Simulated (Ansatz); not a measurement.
# A convergence test on TiO2 (Rutile): k mesh of the density

Wanted: the cheapest k mesh of the density that holds the r2SCAN gap of TiO2 (Rutile).

Program: Ansatz 0.2.0. Level of theory: DFT, r2SCAN, plane waves, PAW. Results are calculated unless marked as measured.

Most raw output is cut from this account.

**1. Starting point**

Symmetry: P4_2/mnm, No. 136, tetragonal system. Conventional cell: a = 4.592 Å, b = 4.592 Å, c = 2.957 Å, α = 90.00°, β = 90.00°, γ = 90.00°. Nearest to Ti lie 6 O at 1.95 to 1.98 Å. O has 3 Ti at 1.95 to 1.98 Å nearest. Farther neighbours and most contacts between anions are not listed.

The cell and positions come from the Crystallography Open Database and are kept as given unless a step says otherwise. The default PAW set here is soft_2. Its files were made with PBE.

**2. k mesh of the density: 2×2×2**

File input.yaml:

```yaml
crystal:
  lattice:
    - [4.5922, 0.0, 0.0]
    - [0.0, 4.5922, 0.0]
    - [0.0, 0.0, 2.9574]
  atoms:
    - { symbol: Ti, position: [0.0, 0.0, 0.0] }
    - { symbol: Ti, position: [0.5, 0.5, 0.5] }
    - { symbol: O, position: [0.30496, 0.30496, 0.0] }
    - { symbol: O, position: [0.19504, 0.80496, 0.5] }
    - { symbol: O, position: [0.69504, 0.69504, 0.0] }
    - { symbol: O, position: [0.80496, 0.19504, 0.5] }
kpoints:
  mp_grid: { grid: [2, 2, 2] }
  band_path:
    path:
      - [0.0, 0.0, 0.0]
      - [0.0, 0.5, 0.0]
      - [0.5, 0.5, 0.0]
      - [0.0, 0.0, 0.5]
      - [0.0, 0.5, 0.5]
      - [0.5, 0.5, 0.5]
    npoints: 1
hamiltonian:
  xc: r2scan
scf:
  occupations: { method: fixed }
  n_extra_bands: 6
output:
  eigenvalues: true
  forces: true
  stress: true
```

Launch:

```
> ansatz run input.yaml --threads 3 --pin off --max-ram 92160MiB --backend cuda --events-out ev --progress --plain --runs-dir out --devices 1 --max-vram 13GiB
```

Elapsed: 3.2 s, on 1 × NVIDIA H100 80GB HBM3 (shared by 6 runs) with 3 threads of AMD EPYC 7R13 (Zen 3), shared host; peak memory 0.98 GiB.

Numbers from this step:

* pressure: 1.580 GPa
* gap: 2.069 eV
* valence top at: Γ
* conduction bottom at: Γ
* least direct gap: 2.069 eV

The gap is direct, at Γ.

**3. k mesh of the density: 4×4×4**

input.yaml, as its differences from that of step 2:

```diff
@@ -13,3 +13,3 @@
 kpoints:
-  mp_grid: { grid: [2, 2, 2] }
+  mp_grid: { grid: [4, 4, 4] }
   band_path:
```

Wall time 3.9 s (1 × NVIDIA H100 80GB HBM3 (shared by 6 runs) with 3 threads); peak memory 0.98 GiB; 3.9 s of CPU time.

Numbers from this step:

| Item | Value |
| --- | --- |
| pressure | 0.2549 GPa |
| gap | 2.226 eV |
| valence top at | Γ |
| conduction bottom at | Γ |
| least direct gap | 2.226 eV |

The gap is 2.226 eV, +0.157 eV from the run before at this level.

**4. k mesh of the density: 6×6×8 (the default)**

input.yaml, the sections that differ from step 3:

```yaml
kpoints:
  mp_grid: { grid: [6, 6, 8] }
  band_path:
    path:
      - [[0.0, 0.0, 0.0], [0.0, 0.5, 0.0], [0.5, 0.5, 0.0], [0.0, 0.0, 0.0], [0.0, 0.0, 0.5], [0.0, 0.5, 0.5], [0.5, 0.5, 0.5], [0.0, 0.0, 0.5]]
      - [[0.0, 0.5, 0.0], [0.0, 0.5, 0.5]]
      - [[0.5, 0.5, 0.0], [0.5, 0.5, 0.5]]
    npoints: 10
scf:
  occupations: { method: fermi_dirac, width: 0.02 }
  n_extra_bands: 6
output:
  eigenvalues: true
  forces: true
  stress: true
  write_density: true
  write_potential: true
  elf: true
  volumetric_format: npy
# crystal, hamiltonian: as in step 3
```

It took 11 s on 1 × NVIDIA H100 80GB HBM3 (shared by 6 runs) with 3 threads; peak memory 1.1 GiB; 9.3 s of CPU time.

This step gave:

| Property | Result |
| --- | --- |
| pressure | 0.2004 GPa |
| gap | 2.231 eV |
| valence top at | Γ |
| conduction bottom at | Γ |
| least direct gap | 2.231 eV |

The gap is 2.231 eV, +0.006 eV from the run before at this level.

**5. k mesh of the density: 8×8×12**

input.yaml, the sections that differ from step 4:

```yaml
kpoints:
  mp_grid: { grid: [8, 8, 12] }
  band_path:
    path:
      - [0.0, 0.0, 0.0]
      - [0.0, 0.5, 0.0]
      - [0.5, 0.5, 0.0]
      - [0.0, 0.0, 0.5]
      - [0.0, 0.5, 0.5]
      - [0.5, 0.5, 0.5]
    npoints: 1
scf:
  occupations: { method: fixed }
  n_extra_bands: 6
# crystal, hamiltonian, output: as in step 4
```

Run time: 5.1 s. Hardware: 1 × NVIDIA H100 80GB HBM3 (shared by 6 runs) with 3 threads; peak memory 1.1 GiB; 6.8 s of CPU time.

This step gave:

```yaml
pressure: 0.2004 GPa
gap: 2.232 eV
valence_top_at: Γ
conduction_bottom_at: Γ
least_direct_gap: 2.232 eV
```

The gap is 2.232 eV, as in the run before at this level.

**6. The series**

Differences are against the last row; a negative gap means that bands overlap, and a run with a band path holds that path's time. Times are wall times on 1 × NVIDIA H100 80GB HBM3 (shared by 6 runs) with 3 threads of AMD EPYC 7R13 (Zen 3), shared host, good to a factor of about two.

```
k mesh of the density  gap (eV)  direct gap (eV)  gap error (eV)  energy error (meV/atom)  irreducible k   time
                2×2×2     2.069            2.069          −0.163                    +75.7              6  3.2 s
                4×4×4     2.226            2.226          −0.006                     +2.0             18  3.9 s
                6×6×8     2.231            2.231          +0.000                     +0.0             50   11 s
               8×8×12     2.232            2.232          +0.000                     +0.0            105  5.1 s
```

**7. Outcome**

| Property | Result |
| --- | --- |
| 2×2×2 | 2.069 eV |
| 4×4×4 | 2.226 eV |
| 6×6×8 | 2.231 eV |
| 8×8×12 | 2.232 eV |

The gap holds to 0.02 eV from 4×4×4 on. At 2×2×2 the gap is off by −0.163 eV and the energy by +76 meV/atom. The gap is read over the mesh and added points near the edges, so meshes differ mainly through the density and, for a hybrid, the exchange operator.

[Paths, hosts, dates, memory and timing lines, banners, echoed tables and standing remarks are left out of the program output.]

[Logs are printed without paths, hosts, clocks, repeated set-up lines and the standing remarks that a program may print on its own settings, such as how far it seeks lower states.]

[Runs of the session that timed out or met a known fault of the program may be left out.]

[Cells called generated may have been cut or substituted from an entry of the Crystallography Open Database or the Materials Project.]

[Hosts, paths, dates, database ids (printed as entryN), source tags and the programs' standing remarks are cut or masked in the printed files.]
